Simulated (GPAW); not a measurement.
Consider N on a B site in Be2B.

```
N B Be
1.0
     0.00000    4.67000    4.67000
     4.67000    0.00000    4.67000
     4.67000    4.67000    0.00000
N B Be
1 7 16
Direct
  0.00000 0.00000 0.00000
  0.00000 0.00000 0.50000
  0.00000 0.50000 0.00000
  0.50000 0.00000 0.00000
  0.00000 0.50000 0.50000
  0.50000 0.00000 0.50000
  0.50000 0.50000 0.00000
  0.50000 0.50000 0.50000
  0.37620 0.37620 0.37620
  0.37620 0.37620 0.87139
  0.37620 0.87139 0.37620
  0.87139 0.37620 0.37620
  0.37372 0.87543 0.87543
  0.87543 0.37372 0.87543
  0.87543 0.87543 0.37372
  0.87543 0.87543 0.87543
  0.12457 0.12457 0.12457
  0.12457 0.12457 0.62628
  0.12457 0.62628 0.12457
  0.62628 0.12457 0.12457
  0.12861 0.62380 0.62380
  0.62380 0.12861 0.62380
  0.62380 0.62380 0.12861
  0.62380 0.62380 0.62380
```

Absorber: atom 1, with 8 Be at 2.02 Å (cubic; the defect atom itself). Method: GPAW, LDA, excited-electron core hole (neutral cell), 24-atom cell with 6.6 Å between holes, 6×6×6 k points, dipole transitions, Gaussian full width 0.9 eV up to 4 eV, rising linearly to 3.5 eV at 25 eV.

Q: What does the N K edge look like?

Main maxima up to 22 eV above the zero (height): 1.1 eV (0.60), 4.1 eV (4.89) and 7.8 eV (2.48). A K edge sees empty p states on the absorber. The total-energy difference is 402.62 eV. One term is added: -7.76 eV, since the hole is spin-paired here and a spin-polarised one costs that much less in the free atom (computed apart). The photon energy is then 394.86 eV. The functional leaves an error in such absolute values: in the free atom LDA prices this hole 3.5 eV below PBE (computed apart), and PBE is itself good to a few eV.

The N K spectrum (energy from the lowest empty level; intensity scaled to a mean of 1 over the first 20 eV):

| E (eV) | intensity |
| --- | --- |
| -2.00 | 0.00 |
| -1.25 | 0.00 |
| -0.50 | 0.06 |
| 0.25 | 0.40 |
| 1.00 | 0.59 |
| 1.75 | 0.45 |
| 2.50 | 0.18 |
| 3.25 | 1.65 |
| 4.00 | 4.84 |
| 4.75 | 2.76 |
| 5.50 | 1.32 |
| 6.25 | 1.19 |
| 7.00 | 1.87 |
| 7.75 | 2.47 |
| 8.50 | 1.84 |
| 9.25 | 0.86 |
| 10.00 | 0.73 |
| 10.75 | 0.73 |
| 11.50 | 0.60 |
| 12.25 | 0.51 |
| 13.00 | 0.49 |
| 13.75 | 0.48 |
| 14.50 | 0.46 |
| 15.25 | 0.42 |
| 16.00 | 0.35 |
| 16.75 | 0.27 |
| 17.50 | 0.25 |
| 18.25 | 0.31 |
| 19.00 | 0.36 |
| 19.75 | 0.35 |
| 20.50 | 0.34 |
| 21.25 | 0.41 |
| 22.00 | 0.52 |
| 22.75 | 0.61 |

In so small a cell the defects form an ordered array, and no site is far from one.

[Banner, clock and machine lines of the logs are left out without a mark of their own.]

[Logs are printed without paths, hosts, clocks, repeated set-up lines and the standing remarks that a program may print on its own settings, such as how far it seeks lower states.]

[Hosts, paths, dates, database ids (printed as entryN), source tags and the programs' standing remarks are cut or masked in the printed files.]

[Lists of maxima count a maximum above −3 eV only where it reaches 4 % of the highest in the window and stands out from its surroundings by 2 % of it (1.5 % where it reaches 55 %); shoulders and weaker maxima are passed over, and of the rest the first, up to two pre-edge ones and the few strongest are named.]
